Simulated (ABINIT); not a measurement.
**Quasiparticle gap of MoS2 (P6_3/mmc) in ABINIT**

How does a plane-wave GW calculation on MoS2 (P6_3/mmc) run from the first input to the gap?

Main program and level: ABINIT 10.8.3; PBE and many-body steps on it, plane waves.

The database entry behind the starting cell differs from later determinations by our own check (about 0.3 % long), so it need not match the best structure at ambient conditions.

## 1. The starting structure

It takes space group P6_3/mmc (No. 194, hexagonal). Conventional cell: a = 3.169 Å, b = 3.169 Å, c = 12.324 Å, α = 90.00°, β = 90.00°, γ = 120.00°. Nearest to Mo lie 6 S at 2.41 Å. Nearest to S lie 3 Mo at 2.41 Å. Farther neighbours and most contacts between anions are not listed.

The cell and positions come from the Crystallography Open Database and are kept as given unless a step says otherwise.

## 2. Ground state

This step: ABINIT 10.8.3; DFT, PBE with spin-orbit coupling, plane waves, norm-conserving pseudopotentials.

The ground-state density comes first.

The input, run.abi:

```
acell 3*1.0 Angstrom
rprim 
  3.169000000004 -0.000000000001 0.000000000000
  -1.584500000001 2.744434504597 0.000000000000
  0.000000000000 0.000000000000 12.324000000000
ntypat 2
znucl 42 16
natom 6
typat 1 1 2 2 2 2
xred 
  0.333333333333 0.666666666667 0.250000000000
  0.666666666667 0.333333333333 0.750000000000
  0.333333333333 0.666666666667 0.623000000000
  0.666666666667 0.333333333333 0.123000000000
  0.333333333333 0.666666666667 0.877000000000
  0.666666666667 0.333333333333 0.377000000000
pp_dirpath "pseudos"
pseudos "Mo.upf, S.upf"
ecut 36
nspinor 2
ngkpt 6 6 2
nshiftk 1
shiftk 0 0 0
kptopt 1
chksymbreak 0
nband 66
occopt 1
tolvrs 1e-10
nstep 60
prtwf 0
optforces 0
optstress 0
indata_prefix "in"
outdata_prefix "out"
tmpdata_prefix "tmp"
```

Launch:

```
OMP_NUM_THREADS=1 mpirun -n 8 abinit run.abi > log
```

Numbers of over 12 decimals in the logs are rounded to 6 here.

The program printed:

```text
.Version 10.8.3 of ABINIT. v10.8.2 released Aug 2026.

 Symmetries : space group P6_3/m m c (#194); Bravais hP (primitive hexag.)
================================================================================
 Values of the parameters that define the memory need of the present run
     intxc =       0    ionmov =       0      iscf =       7    lmnmax =      15
     lnmax =      15     mgfft =     128  mpssoang =       5    mqgrid =    6291
     natom =       6  nloc_mem =       1    nspden =       1   nspinor =       2
    nsppol =       1      nsym =      24    n1xccc =    2501    ntypat =       2
    occopt =       1   xclevel =       2
-    mband =          66        mffmem =           1         mkmem =           2
       mpw =        7490          nfft =      165888          nkpt =          14
================================================================================
  Rough estimation (10% accuracy) of disk space for files :
================================================================================

--------------------------------------------------------------------------------
------------- Echo of variables that govern the present computation ------------
--------------------------------------------------------------------------------
 -outvars: echo values of preprocessed input variables --------
            acell      1.8897261259E+00  1.8897261259E+00  1.8897261259E+00 Bohr

      chksymbreak           0
             ecut      3.60000000E+01 Hartree
-          fftalg         312

              ixc     -101130
              kpt      0.00000000E+00  0.00000000E+00  0.00000000E+00
                       1.66666667E-01  0.00000000E+00  0.00000000E+00
                       3.33333333E-01  0.00000000E+00  0.00000000E+00
                       5.00000000E-01  0.00000000E+00  0.00000000E+00
                       1.66666667E-01  1.66666667E-01  0.00000000E+00
                       3.33333333E-01  1.66666667E-01  0.00000000E+00
                       3.33333333E-01  3.33333333E-01  0.00000000E+00
                       0.00000000E+00  0.00000000E+00  5.00000000E-01
                       1.66666667E-01  0.00000000E+00  5.00000000E-01
                       3.33333333E-01  0.00000000E+00  5.00000000E-01
                       5.00000000E-01  0.00000000E+00  5.00000000E-01
[...]
kptrlatt        6    0    0      0    6    0      0    0    2
          kptrlen      3.59312526E+01
P           mkmem           2
            natom           6
            nband          66
            ngfft          36      36     128
             nkpt          14
          nspinor           2
            nstep          60
             nsym          24
           ntypat           2
              occ      1.000000  1.000000  1.000000  1.000000  1.000000  1.000000
                       1.000000  1.000000  1.000000  1.000000  1.000000  1.000000
                       1.000000  1.000000  1.000000  1.000000  1.000000  1.000000
                       1.000000  1.000000  1.000000  1.000000  1.000000  1.000000
                       1.000000  1.000000  1.000000  1.000000  1.000000  1.000000
                       1.000000  1.000000  1.000000  1.000000  1.000000  1.000000
                       1.000000  1.000000  1.000000  1.000000  1.000000  1.000000
                       1.000000  1.000000  1.000000  1.000000  1.000000  1.000000
                       1.000000  1.000000  1.000000  1.000000  0.000000  0.000000
                       0.000000  0.000000  0.000000  0.000000  0.000000  0.000000
                       0.000000  0.000000  0.000000  0.000000  0.000000  0.000000
        optforces           0
        optstress           0
            prtwf           0
            rprim      3.1690000000E+00 -1.0000000000E-12  0.0000000000E+00
[...]
spgroup         194

           tolvrs      1.00000000E-10

             xred      3.3333333333E-01  6.6666666667E-01  2.5000000000E-01
[...]
znucl       42.00000   16.00000

================================================================================

 chkinp: Checking input parameters for consistency.

================================================================================
== DATASET  1 ==================================================================
-   mpi_nproc: 8, omp_nthreads: 1 (-1 if OMP is not activated)

--- !DatasetInfo
iteration_state: {dtset: 1, }
dimensions: {natom: 6, nkpt: 14, mband: 66, nsppol: 1, nspinor: 2, nspden: 1, mpw: 7490, }
cutoff_energies: {ecut:  36.0, pawecutdg:  -1.0, }
electrons: {nelect:   5.20000000E+01, charge:   0.00000000E+00, occopt:   1.00000000E+00, tsmear:   1.00000000E-02, }

 Real(R)+Recip(G) space primitive vectors, cartesian coordinates (Bohr,Bohr^-1):
 R(1)=  5.9885421  0.0000000  0.0000000  G(1)=  0.1669856  0.0964092  0.0000000
 R(2)= -2.9942710  5.1862296  0.0000000  G(2)=  0.0000000  0.1928183  0.0000000
 R(3)=  0.0000000  0.0000000 23.2889848  G(3)=  0.0000000  0.0000000  0.0429388
 Unit cell volume ucvol=  7.2330822E+02 bohr^3
 Angles (23,13,12)=  9.00000000E+01  9.00000000E+01  1.20000000E+02 degrees

 getcut: wavevector=  0.0000  0.0000  0.0000  ngfft=  36  36 128
         ecut(hartree)=     36.000   => boxcut(ratio)=   2.03490

--- Pseudopotential description ------------------------------------------------
[...]
nproj     2     3     2     0
     spin-orbit psp
        nprojso     3     3     0
  pspatm : epsatm=    9.02154350
         --- l  ekb(1:nproj) -->
[...]
1    3.228904    0.888476    0.000329
[...]
spin-orbit 1    0.096764   -0.027776    0.009511
  spin-orbit 2    0.001615    0.000361   -0.000189
 pspatm: atomic psp has been read  and splines computed

   3.53719847E+03                                ecore*ucvol(ha*bohr**3)
--------------------------------------------------------------------------------

_setup2: Arith. and geom. avg. npw (full set) are    7464.403    7464.370

================================================================================

--- !BeginCycle
iteration_state: {dtset: 1, }
solver: {iscf: 7, nstep: 60, nline: 4, wfoptalg: 0, }
tolerances: {tolvrs: 1.00E-10, }

     iter   Etot(hartree)      deltaE(h)  residm     vres2
 ETOT  1  -184.31659350166    -1.843E+02 7.797E-02 3.400E+03
 ETOT  2  -182.34639248238     1.970E+00 4.317E-02 2.817E+04
 ETOT  3  -184.88200704883    -2.536E+00 8.240E-03 3.347E+00
 ETOT  4  -184.88450161567    -2.495E-03 6.229E-03 4.388E+00
 ETOT  5  -184.88487118026    -3.696E-04 1.566E-03 3.994E-01
 ETOT  6  -184.88490316484    -3.198E-05 2.883E-03 1.088E-01
 ETOT  7  -184.88490732863    -4.164E-06 8.923E-04 5.605E-03
 ETOT  8  -184.88490762211    -2.935E-07 1.399E-03 2.573E-05
 ETOT  9  -184.88490762438    -2.265E-09 3.924E-04 1.415E-06
 ETOT 10  -184.88490762475    -3.733E-10 5.792E-04 1.914E-07
 ETOT 11  -184.88490762479    -4.377E-11 1.497E-04 8.660E-09
 ETOT 12  -184.88490762481    -1.569E-11 3.976E-04 2.731E-10
 ETOT 13  -184.88490762481    -5.400E-13 8.706E-05 1.946E-10
 ETOT 14  -184.88490762481     3.212E-12 2.451E-04 8.097E-13

 At SCF step   14       vres2   =  8.10E-13 < tolvrs=  1.00E-10 =>converged.

--- !ResultsGS
iteration_state: {dtset: 1, }
comment   : Summary of ground state results
lattice_vectors:
- [  5.9885421,  -0.0000000,   0.0000000, ]
- [ -2.9942710,   5.1862296,   0.0000000, ]
- [  0.0000000,   0.0000000,  23.2889848, ]
lattice_lengths: [   5.98854,    5.98854,   23.28898, ]
lattice_angles: [ 90.000,  90.000, 120.000, ] # degrees, (23, 13, 12)
lattice_volume:   7.2330822E+02
convergence: {deltae:  3.212E-12, res2:  8.097E-13, residm:  2.451E-04, diffor:  0.000E+00, }
etotal    :  -1.84884908E+02
entropy   :   0.00000000E+00
fermie    :   3.10209693E-01
cartesian_stress_tensor: null
pressure_GPa: null
xred      :
- [  3.3333E-01,   6.6667E-01,   2.5000E-01, Mo]
- [  6.6667E-01,   3.3333E-01,   7.5000E-01, Mo]
- [  3.3333E-01,   6.6667E-01,   6.2300E-01,  S]
- [  6.6667E-01,   3.3333E-01,   1.2300E-01,  S]
- [  3.3333E-01,   6.6667E-01,   8.7700E-01,  S]
- [  6.6667E-01,   3.3333E-01,   3.7700E-01,  S]
cartesian_forces: null
force_length_stats: {min: null, max: null, mean: null, }

 Integrated electronic density in atomic spheres:
 ------------------------------------------------
 Atom  Sphere_radius  Integrated_density
[...]
================================================================================

 ----iterations are completed or convergence reached----

 Mean square residual over all n,k,spin=   15.756E-07; max=  24.511E-05
 reduced coordinates (array xred) for    6 atoms
[...]
0.666666666667      0.333333333333      0.750000000000
       0.333333333333      0.666666666667      0.623000000000
       0.666666666667      0.333333333333      0.123000000000
       0.333333333333      0.666666666667      0.877000000000
       0.666666666667      0.333333333333      0.377000000000
 rms dE/dt=  0.0000E+00; max dE/dt=  0.0000E+00; dE/dt below (all hartree)
    1       0.000000000000      0.000000000000      0.000000000000
    2       0.000000000000      0.000000000000      0.000000000000
    3       0.000000000000      0.000000000000      0.000000000000
    4       0.000000000000      0.000000000000      0.000000000000
    5       0.000000000000      0.000000000000      0.000000000000
    6       0.000000000000      0.000000000000      0.000000000000

 cartesian coordinates (angstrom) at end:
    1      6.7e-13     1.829623     3.081000
    2      1.584500     0.914812     9.243000
    3      6.7e-13     1.829623     7.677852
    4      1.584500     0.914812     1.515852
    5      6.7e-13     1.829623    10.808148
    6      1.584500     0.914812     4.646148
 length scales=  1.889726125908  1.889726125908  1.889726125908 bohr
              =  1.000000000000  1.000000000000  1.000000000000 angstroms
 prteigrs : about to open file out_EIG
 Fermi (or HOMO) energy (hartree) =   0.31021   Average Vxc (hartree)=  -0.40248
 Eigenvalues (hartree) for nkpt=  14  k points:
 kpt#   1, nband= 66, wtk=  0.01389, kpt=  0.0000  0.0000  0.0000 (reduced coord)
  -1.94979   -1.94979   -1.94979   -1.94979   -1.05784   -1.05784   -1.05784   -1.05784
  -0.96872   -0.96872   -0.96872   -0.96872   -0.96276   -0.96276   -0.96276   -0.96276
  -0.23947   -0.23947   -0.22954   -0.22954   -0.19500   -0.19500   -0.17874   -0.17874
   0.05798    0.05798    0.09591    0.09591    0.18184    0.18184    0.18862    0.18862
   0.18908    0.18908    0.19122    0.19122    0.19153    0.19153    0.22846    0.22846
   0.23025    0.23025    0.23161    0.23161    0.23334    0.23334    0.26655    0.26655
   0.26821    0.26821    0.31021    0.31021    0.38567    0.38584    0.38674    0.38678
   0.38843    0.38869    0.38975    0.38984    0.39349    0.39355    0.39383    0.39526
   0.39976    0.39979
 prteigrs : prtvol=0 or 1, do not print more k-points.

--- !EnergyTerms
iteration_state     : {dtset: 1, }
comment             : Components of total free energy in Hartree
kinetic             :  6.00140220730090E+01
hartree             :  5.39738896059805E+01
xc                  : -3.33809913262314E+01
Ewald energy        : -1.19847493795111E+02
psp_core            :  4.89030591340046E+00
local_psp           : -1.73765451140579E+02
non_local_psp       :  2.32308110447246E+01
total_energy        : -1.84884907624807E+02
total_energy_eV     : -5.03097463243114E+03
band_energy         : -1.61960614005652E+01

== END DATASET(S) ==============================================================
================================================================================

 -outvars: echo values of variables after computation  --------
           etotal     -1.8488490762E+02
            nband          66
             nkpt          14
          spgroup         194
 [... the other variables as echoed above ...]

 Calculation completed.
```

The job ended after 2.2 min (8 MPI ranks of AMD EPYC 9R45, shared host; peak memory 1.2 GiB).

Numbers from this step:

```yaml
total_energy: -5030.9746 eV
gap: 0.8830 eV
k_of_the_valence_top: 0, 0, 0
k_of_the_conduction_bottom: 0.1667, 0.1667, 0
least_direct_gap: 1.622 eV
```

The gap is indirect, with the least direct gap 0.74 eV higher.

(Part 1 of 3 ends here.)

[Paths, hosts, dates, memory and timing lines, banners, echoed tables and standing remarks are left out of the program output.]

[Logs are printed without paths, hosts, clocks, repeated set-up lines and the standing remarks that a program may print on its own settings, such as how far it seeks lower states.]

[Runs of the session that timed out or met a known fault of the program may be left out.]

[Hosts, paths, dates, database ids (printed as entryN), source tags and the programs' standing remarks are cut or masked in the printed files.]

[G0W0 gaps are taken among the corrected bands and points alone; a level outside them can change the order at an edge.]

[Where Ansatz stands beside ABINIT at settings called matched, ABINIT's density can come from a denser mesh and the files from another edition; pairs whose starting gaps differed by over 0.03 eV were left out, so agreement reads better than it is.]
